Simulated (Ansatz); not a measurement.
# N on W(100): change of the work function, part 2 of 4

Wanted: Δφ(θ) for N/W(100), starting from the hollow site.

Ansatz 0.2.0; plane-wave DFT, PBE, Ansatz PAW.

So far, work function, upper face (eV): step 2 (the clean slab) 4.14.

## 3. The covered slab, k-mesh 4×4×1, coverage 0.111 ML

System of this step: W45N (N/W(100)). The cell holds 46 atoms: 45 W and 1 N. Cell: a = 9.480 Å, b = 9.480 Å, c = 25.110 Å, α = 90.0°, β = 90.0°, γ = 90.0°. Vacuum lies along c.

The clean slab as it ended is repeated in the plane and the adsorbate is set on one face; the cell's size fixes the coverage, and the k-mesh shrinks with it to keep the sampling density about even. Adsorbate and upper layers relax, since the dipole depends on the height.

Input file input.yaml:

```yaml
crystal:
  lattice:
    - [9.48, 0.0, 0.0]
    - [0.0, 9.48, 0.0]
    - [0.0, 0.0, 25.1098318166]
  atoms:
    - { symbol: W, position: [0.0, 0.0, 0.3584253398] }
    - { symbol: W, position: [0.1666666667, 0.1666666667, 0.4213488993] }
    - { symbol: W, position: [0.0, 0.0, 0.4842393472] }
    - { symbol: W, position: [0.1666666667, 0.1666666667, 0.5497362957] }
    - { symbol: W, position: [0.0, 0.0, 0.6067028418] }
    - { symbol: W, position: [0.0, 0.3333333333, 0.3584253398] }
    - { symbol: W, position: [0.1666666667, 0.5, 0.4213488993] }
    - { symbol: W, position: [0.0, 0.3333333333, 0.4842393472] }
    - { symbol: W, position: [0.1666666667, 0.5, 0.5497362957] }
    - { symbol: W, position: [0.0, 0.3333333333, 0.6067028418] }
    - { symbol: W, position: [0.0, 0.6666666667, 0.3584253398] }
    - { symbol: W, position: [0.1666666667, 0.8333333333, 0.4213488993] }
    - { symbol: W, position: [0.0, 0.6666666667, 0.4842393472] }
    - { symbol: W, position: [0.1666666667, 0.8333333333, 0.5497362957] }
    - { symbol: W, position: [0.0, 0.6666666667, 0.6067028418] }
    - { symbol: W, position: [0.3333333333, 0.0, 0.3584253398] }
    - { symbol: W, position: [0.5, 0.1666666667, 0.4213488993] }
    - { symbol: W, position: [0.3333333333, 0.0, 0.4842393472] }
    - { symbol: W, position: [0.5, 0.1666666667, 0.5497362957] }
    - { symbol: W, position: [0.3333333333, 0.0, 0.6067028418] }
    - { symbol: W, position: [0.3333333333, 0.3333333333, 0.3584253398] }
    - { symbol: W, position: [0.5, 0.5, 0.4213488993] }
    - { symbol: W, position: [0.3333333333, 0.3333333333, 0.4842393472] }
    - { symbol: W, position: [0.5, 0.5, 0.5497362957] }
    - { symbol: W, position: [0.3333333333, 0.3333333333, 0.6067028418] }
    - { symbol: W, position: [0.3333333333, 0.6666666667, 0.3584253398] }
    - { symbol: W, position: [0.5, 0.8333333333, 0.4213488993] }
    - { symbol: W, position: [0.3333333333, 0.6666666667, 0.4842393472] }
    - { symbol: W, position: [0.5, 0.8333333333, 0.5497362957] }
    - { symbol: W, position: [0.3333333333, 0.6666666667, 0.6067028418] }
    - { symbol: W, position: [0.6666666667, 0.0, 0.3584253398] }
    - { symbol: W, position: [0.8333333333, 0.1666666667, 0.4213488993] }
    - { symbol: W, position: [0.6666666667, 0.0, 0.4842393472] }
    - { symbol: W, position: [0.8333333333, 0.1666666667, 0.5497362957] }
    - { symbol: W, position: [0.6666666667, 0.0, 0.6067028418] }
    - { symbol: W, position: [0.6666666667, 0.3333333333, 0.3584253398] }
    - { symbol: W, position: [0.8333333333, 0.5, 0.4213488993] }
    - { symbol: W, position: [0.6666666667, 0.3333333333, 0.4842393472] }
    - { symbol: W, position: [0.8333333333, 0.5, 0.5497362957] }
    - { symbol: W, position: [0.6666666667, 0.3333333333, 0.6067028418] }
    - { symbol: W, position: [0.6666666667, 0.6666666667, 0.3584253398] }
    - { symbol: W, position: [0.8333333333, 0.8333333333, 0.4213488993] }
    - { symbol: W, position: [0.6666666667, 0.6666666667, 0.4842393472] }
    - { symbol: W, position: [0.8333333333, 0.8333333333, 0.5497362957] }
    - { symbol: W, position: [0.6666666667, 0.6666666667, 0.6067028418] }
    - { symbol: "N", position: [0.1666666667, 0.1666666667, 0.6415746602] }
kpoints:
  mp_grid: { grid: [4, 4, 1] }
hamiltonian:
  xc: pbe
scf:
  occupations: { method: fermi_dirac, width: 0.1 }
  convergence: { dr2_threshold: 1.0e-08 }
efield:
  axis: 3
  dipole_correction: true
  ramp_position: 0.97
  ramp_width: 0.06
relax:
  f_tol: 0.02
  max_steps: 60
  constraints:
    - { sites: [0, 1, 5, 6, 10, 11, 15, 16, 20, 21, 25, 26, 30, 31, 35, 36, 40, 41] }
output:
  write_potential: true
  write_density: true
  volumetric_format: npy
```

Run with:

```console
ansatz run input.yaml --threads 4 --pin off --max-ram 16384MiB --backend cpu --events-out ev --progress --plain --runs-dir out
```

Numbers of over 12 decimals in the logs are rounded to 6 here.

Log:

```text
[...]
Crystal: 46 atoms, lattice volume = 2256.631 Å³
Basis set: ecut = 420 eV, 44123 PW (Γ), exchange–correlation on 128×128×360 points (8 copies of the dense FFT grid, shifted against one another)
Bands: 381, of which v1, the nominal top of the filled ones, is band 318 counted from 1 (317 counted from 0)
Symmetry: 8 space group operations
[...]
k-points: 6 of 16
[...]
SCF iter   1: F=—  HF=-467657.223384 eV  |F-HF|=—  |Δ(HF+E_count)|=         —  Δρ=5.99e-3  dr2=2.64e0  ethr=1.77e-3  p=-0.028 e·Å  D=-2.25e-3 V/Å  ΔV_dip=0.06 eV  dr2_dipole=1.02e-1  V_vac-E_F(+/−)=4.40/4.34 eV  ⟨swp⟩=11.7  Hψ=12181  notcnv=0
[...]
SCF iter  11: F=-467656.976117 eV  HF=-467656.976117 eV  |F-HF|=5.82e-11  |Δ(HF+E_count)|=   1.59e-8  Δρ=2.27e-7  dr2=3.86e-9  ethr=1.57e-12  p=0.056 e·Å  D=4.48e-3 V/Å  ΔV_dip=-0.11 eV  dr2_dipole=1.24e-11  V_vac-E_F(+/−)=4.14/4.25 eV  ⟨swp⟩=10.8  Hψ=15159  notcnv=0
SCF 1 converged in 11 iterations: F = -467656.976117 eV  dr2 = 3.86e-9
[...]
relax step   1: F+E_penalty+E_count = -467656.97611661 eV  Δ(F+E_penalty+E_count) = +0.000e0 eV  max|allowed force component| = 2.500e0 eV/Å  Δτ_max = 0.0000 Å  (11 SCF iters, accepted)
[...]
iter 1 solved again at ethr=3.76e-4 eV; its pass at ethr=3.10e-3 eV (dr2=2.39e0 eV) is discarded
[...]
SCF iter  11: F=-467657.830325 eV  HF=-467657.830325 eV  |F-HF|=6.69e-9  |Δ(HF+E_count)|=   1.94e-8  Δρ=1.83e-7  dr2=1.50e-9  ethr=1.57e-12  p=0.086 e·Å  D=6.91e-3 V/Å  ΔV_dip=-0.17 eV  dr2_dipole=1.24e-11  V_vac-E_F(+/−)=4.08/4.25 eV  ⟨swp⟩=10.3  Hψ=14642  notcnv=0
SCF 2 converged in 11 iterations: F = -467657.830325 eV  dr2 = 1.50e-9
relax step   2: F+E_penalty+E_count = -467657.83032529 eV  Δ(F+E_penalty+E_count) = -8.542e-1 eV  max|allowed force component| = 8.947e-1 eV/Å  Δτ_max = 0.1949 Å  (11 SCF iters, accepted)
SCF iter   1: F=—  HF=-467658.078337 eV  |F-HF|=—  |Δ(HF+E_count)|=         —  Δρ=4.88e-3  dr2=7.08e-1  ethr=2.72e-3  p=0.086 e·Å  D=6.91e-3 V/Å  ΔV_dip=-0.17 eV  dr2_dipole=2.02e-2  V_vac-E_F(+/−)=4.07/4.25 eV  ⟨swp⟩=4.8  Hψ=4591  notcnv=0
[...]
SCF iter  10: F=-467657.965685 eV  HF=-467657.965685 eV  |F-HF|=1.69e-8  |Δ(HF+E_count)|=   1.37e-7  Δρ=4.33e-7  dr2=9.34e-9  ethr=1.57e-12  p=0.096 e·Å  D=7.66e-3 V/Å  ΔV_dip=-0.19 eV  dr2_dipole=8.20e-11  V_vac-E_F(+/−)=4.05/4.24 eV  ⟨swp⟩=11.8  Hψ=17269  notcnv=0
SCF 3 converged in 10 iterations: F = -467657.965685 eV  dr2 = 9.34e-9
relax step   3: F+E_penalty+E_count = -467657.96568533 eV  Δ(F+E_penalty+E_count) = -1.354e-1 eV  max|allowed force component| = 8.530e-1 eV/Å  Δτ_max = 0.1686 Å  (10 SCF iters, accepted)
[...]
relax step   4: F+E_penalty+E_count = -467658.05051389 eV  Δ(F+E_penalty+E_count) = -8.483e-2 eV  max|allowed force component| = 3.191e-1 eV/Å  Δτ_max = 0.0712 Å  (10 SCF iters, accepted)
[...]
relax step   5: F+E_penalty+E_count = -467658.12828818 eV  Δ(F+E_penalty+E_count) = -7.777e-2 eV  max|allowed force component| = 2.383e-1 eV/Å  Δτ_max = 0.0976 Å  (10 SCF iters, accepted)
[...]
relax step   6: F+E_penalty+E_count = -467658.15677991 eV  Δ(F+E_penalty+E_count) = -2.849e-2 eV  max|allowed force component| = 1.728e-1 eV/Å  Δτ_max = 0.0746 Å  (10 SCF iters, accepted)
[...]
relax step   7: F+E_penalty+E_count = -467658.16141491 eV  Δ(F+E_penalty+E_count) = -4.635e-3 eV  max|allowed force component| = 9.095e-2 eV/Å  Δτ_max = 0.0197 Å  (8 SCF iters, accepted)
SCF iter   1: F=—  HF=-467658.160304 eV  |F-HF|=—  |Δ(HF+E_count)|=         —  Δρ=3.00e-4  dr2=6.15e-3  ethr=6.64e-6  p=0.054 e·Å  D=4.36e-3 V/Å  ΔV_dip=-0.11 eV  dr2_dipole=9.86e-5  V_vac-E_F(+/−)=4.13/4.24 eV  ⟨swp⟩=2.0  Hψ=3737  notcnv=0
[...]
SCF iter   7: F=-467658.161595 eV  HF=-467658.161595 eV  |F-HF|=3.98e-8  |Δ(HF+E_count)|=   6.65e-8  Δρ=4.28e-7  dr2=8.48e-9  ethr=1.57e-12  p=0.057 e·Å  D=4.56e-3 V/Å  ΔV_dip=-0.11 eV  dr2_dipole=5.04e-10  V_vac-E_F(+/−)=4.13/4.24 eV  ⟨swp⟩=9.3  Hψ=18134  notcnv=0
SCF 8 converged in 7 iterations: F = -467658.161595 eV  dr2 = 8.48e-9
relax step   8: F+E_penalty+E_count = -467658.16159465 eV  Δ(F+E_penalty+E_count) = -1.797e-4 eV  max|allowed force component| = 1.454e-2 eV/Å  Δτ_max = 0.0071 Å  (7 SCF iters, accepted)
NSCF: frozen V_eff on 6 k-points
the search or the solves at the SCF's close seem to have found levels that the self-consistency loop had missed (the run counts 1). By its estimate they hold under 1e-12 electrons; where the run keeps them, the occupations were computed again with them
SCF converged after 7 iterations
Free energy (F): -467658.161595 eV
[...]
Internal energy: -467656.689107 eV  (E = F + TS)
E sigma→0 (E₀):  -467657.425351 eV
Entropy (-TS):   -1.472488 eV (-32.011 meV/atom)
Fermi energy:    4.408508 eV
Dipole field:    D = 0.004567 V/Å  (p = 0.056951 e·Å, saw-weighted, corrected)
Work function:   Φ+ = 4.1285 eV   Φ− = 4.2432 eV
[...]
--- Forces (eV/Å), atoms counted from 1 ---
  atom   1  W     -0.02329692    -0.02329692     1.28199596
  atom   2  W      0.00000000     0.00000000    -1.37668701
  atom   3  W     -0.00487557    -0.00487557    -0.00277636
  atom   4  W      0.00000000     0.00000000    -0.01454375
  atom   5  W     -0.00440579    -0.00440579    -0.00143613
  atom   6  W     -0.02329692     0.02329692     1.28199596
  atom   7  W      0.00000000     0.05461611    -1.17244397
  atom   8  W     -0.00487557     0.00487557    -0.00277636
  atom   9  W      0.00000000     0.00785113    -0.00655295
  atom  10  W     -0.00440579     0.00440579    -0.00143613
  atom  11  W      0.08304106     0.00000000     1.27252169
  atom  12  W      0.00000000    -0.05461611    -1.17244397
  atom  13  W     -0.00353570     0.00000000     0.00316634
  atom  14  W      0.00000000    -0.00785113    -0.00655295
  atom  15  W     -0.00458350     0.00000000     0.00772391
  atom  16  W      0.02329692    -0.02329692     1.28199596
  atom  17  W      0.05461611     0.00000000    -1.17244397
  atom  18  W      0.00487557    -0.00487557    -0.00277636
  atom  19  W      0.00785113     0.00000000    -0.00655295
  atom  20  W      0.00440579    -0.00440579    -0.00143613
  atom  21  W      0.02329692     0.02329692     1.28199596
  atom  22  W     -0.00616855    -0.00616855    -1.34385736
  atom  23  W      0.00487557     0.00487557    -0.00277636
  atom  24  W     -0.00103066    -0.00103066     0.00074484
  atom  25  W      0.00440579     0.00440579    -0.00143613
  atom  26  W     -0.08304106     0.00000000     1.27252169
  atom  27  W     -0.00616855     0.00616855    -1.34385736
  atom  28  W      0.00353570     0.00000000     0.00316634
  atom  29  W     -0.00103066     0.00103066     0.00074484
  atom  30  W      0.00458350     0.00000000     0.00772391
  atom  31  W      0.00000000     0.08304106     1.27252169
  atom  32  W     -0.05461611     0.00000000    -1.17244397
  atom  33  W      0.00000000    -0.00353570     0.00316634
  atom  34  W     -0.00785113     0.00000000    -0.00655295
  atom  35  W      0.00000000    -0.00458350     0.00772391
  atom  36  W      0.00000000    -0.08304106     1.27252169
  atom  37  W      0.00616855    -0.00616855    -1.34385736
  atom  38  W      0.00000000     0.00353570     0.00316634
  atom  39  W      0.00103066    -0.00103066     0.00074484
  atom  40  W      0.00000000     0.00458350     0.00772391
  atom  41  W      0.00000000     0.00000000     1.23106549
  atom  42  W      0.00616855     0.00616855    -1.34385736
  atom  43  W      0.00000000     0.00000000     0.01096895
  atom  44  W      0.00103066     0.00103066     0.00074484
  atom  45  W      0.00000000     0.00000000     0.00054689
  atom  46  N     -0.00000000     0.00000000    -0.00766448
  max |Σ_I F_I| component: 3.00e-5 eV/Å
--- Band table (eV; the first three rows and the last of 6) ---
  k-point 0: bands = [... 314 lower, 4.3983, 4.4220, 4.4220, 4.4257, 4.4608, 4.4831, 4.4831, 4.6114, ... 59 higher]
  k-point 1: bands = [... 314 lower, 4.2545, 4.3385, 4.3850, 4.4315, 4.4426, 4.4597, 4.5405, 4.5869, ... 59 higher]
  k-point 2: bands = [... 314 lower, 4.2258, 4.2670, 4.3223, 4.4651, 4.5072, 4.5471, 4.5704, 4.5805, ... 59 higher]
  k-point 5: bands = [... 314 lower, 4.2862, 4.2862, 4.3359, 4.5071, 4.5183, 4.5234, 4.5234, 4.5257, ... 59 higher]
--- Relaxed structure (8 steps of the walk, 8 accepted, 0 SCFs on fresh bases) ---
  F+E_penalty+E_count = -467658.16159465 eV   max|allowed force component| = 1.454e-2 eV/Å
  atoms:
    - { symbol: W, position: [1.666665959832375e-11, 1.666665959832375e-11, 0.358425] }
    - { symbol: W, position: [0.166667, 0.166667, 0.4213488993] }
    - { symbol: W, position: [-0.00083268, -0.00083268, 0.484328] }
    - { symbol: W, position: [0.166667, 0.166667, 0.543872] }
    - { symbol: W, position: [0.010151, 0.010151, 0.608323] }
    - { symbol: W, position: [1.666665959832375e-11, 0.333333, 0.358425] }
    - { symbol: W, position: [0.166667, 0.500000, 0.4213488993] }
    - { symbol: W, position: [-0.00083268, 0.334166, 0.484328] }
    - { symbol: W, position: [0.166667, 0.501986, 0.551412] }
    - { symbol: W, position: [0.010151, 0.323182, 0.608323] }
    - { symbol: W, position: [1.666665959832375e-11, 0.666667, 0.358425] }
    - { symbol: W, position: [0.166667, 0.833333, 0.4213488993] }
    - { symbol: W, position: [0.00135884, 0.666667, 0.484151] }
    - { symbol: W, position: [0.166667, 0.831348, 0.551412] }
    - { symbol: W, position: [-0.025663, 0.666667, 0.608228] }
    - { symbol: W, position: [0.333333, 1.666665959832375e-11, 0.358425] }
    - { symbol: W, position: [0.500000, 0.166667, 0.4213488993] }
    - { symbol: W, position: [0.334166, -0.00083268, 0.484328] }
    - { symbol: W, position: [0.501986, 0.166667, 0.551412] }
    - { symbol: W, position: [0.323182, 0.010151, 0.608323] }
    - { symbol: W, position: [0.333333, 0.333333, 0.358425] }
    - { symbol: W, position: [0.500000, 0.500000, 0.4213488993] }
    - { symbol: W, position: [0.334166, 0.334166, 0.484328] }
    - { symbol: W, position: [0.498883, 0.498883, 0.548212] }
    - { symbol: W, position: [0.323182, 0.323182, 0.608323] }
    - { symbol: W, position: [0.333333, 0.666667, 0.358425] }
    - { symbol: W, position: [0.500000, 0.833333, 0.4213488993] }
    - { symbol: W, position: [0.331974, 0.666667, 0.484151] }
    - { symbol: W, position: [0.498883, 0.834450, 0.548212] }
    - { symbol: W, position: [0.358997, 0.666667, 0.608228] }
    - { symbol: W, position: [0.666667, 1.666665959832375e-11, 0.358425] }
    - { symbol: W, position: [0.833333, 0.166667, 0.4213488993] }
    - { symbol: W, position: [0.666667, 0.00135884, 0.484151] }
    - { symbol: W, position: [0.831348, 0.166667, 0.551412] }
    - { symbol: W, position: [0.666667, -0.025663, 0.608228] }
    - { symbol: W, position: [0.666667, 0.333333, 0.358425] }
    - { symbol: W, position: [0.833333, 0.500000, 0.4213488993] }
    - { symbol: W, position: [0.666667, 0.331974, 0.484151] }
    - { symbol: W, position: [0.834450, 0.498883, 0.548212] }
    - { symbol: W, position: [0.666667, 0.358997, 0.608228] }
    - { symbol: W, position: [0.666667, 0.666667, 0.358425] }
    - { symbol: W, position: [0.833333, 0.833333, 0.4213488993] }
    - { symbol: W, position: [0.666667, 0.666667, 0.484436] }
    - { symbol: W, position: [0.834450, 0.834450, 0.548212] }
    - { symbol: W, position: [0.666667, 0.666667, 0.610658] }
    - { symbol: N, position: [0.166667, 0.166667, 0.631246] }
```

Run time: 37 min. Hardware: 4 threads of Arm Neoverse V1, shared host; peak memory 12 GiB; 2.4 h of CPU time.

This run has no spin polarisation although its electron count is odd.

Relaxation path:

```tsv
step	energy less that of the first step (eV)	largest force component (eV/Å)
1	0.0000	2.4999
2	-0.8542	0.8947
3	-0.9896	0.8530
4	-1.0744	0.3191
5	-1.1522	0.2383
6	-1.1807	0.1728
7	-1.1853	0.0909
8	-1.1855	0.0145
```

Forces are held to the 8 operations that the run works with; a distortion that breaks them can't arise in this run.

The atoms that moved most (Å):

```tsv
atom	dx	dy	dz	length
N46	0.000	0.000	-0.259	0.259
W35	0.000	-0.243	0.038	0.246
W15	-0.243	0.000	0.038	0.246
W30	0.243	0.000	0.038	0.246
W40	0.000	0.243	0.038	0.246
W4	0.000	0.000	-0.147	0.147
W5	0.096	0.096	0.041	0.142
W20	-0.096	0.096	0.041	0.142
```

Numbers from this step:

| Quantity | Value |
| --- | --- |
| energy at zero smearing | -467657.4254 eV |
| work function, upper face | 4.128 eV |
| work function, lower face | 4.243 eV |
| dipole along the normal | 0.05695 e·Å |
| step between the vacuum levels | -0.1147 eV |

Running mean over 1.58 Å of the planar mean; the ramp of the sawtooth is left out. Table of electron's electrostatic potential energy less the Fermi level by z:

```tsv
z (Å)	electron's electrostatic potential energy less the Fermi level (eV)
4	4.24
5	4.23
6	4.15
7	3.40
8	-2.57
9	-11.3
10	-12.4
11	-12.6
12	-12.6
13	-12.2
14	-13.0
15	-13.0
16	-6.23
17	2.56
18	3.97
19	4.11
20	4.13
21	4.13
22	4.13
```

The relaxation took 8 steps and lowered the energy by 1.2 eV; the largest force on the free atoms ends at 0.015 eV/Å.

The covered face has 4.13 eV, -0.01 eV against the clean one; the bare back face has moved by -0.01 eV, a measure of how thin the slab is.

(Part 2 of 4 ends here.)

[Logs are printed without paths, hosts, clocks, repeated set-up lines and the standing remarks that a program may print on its own settings, such as how far it seeks lower states.]

[Hosts, paths, dates, database ids (printed as entryN), source tags and the programs' standing remarks are cut or masked in the printed files.]

[Maps of the electrostatic potential energy from Ansatz leave out the sawtooth potential of an applied field or a dipole correction, so their vacuum need not be flat; planar profiles and work functions include it.]
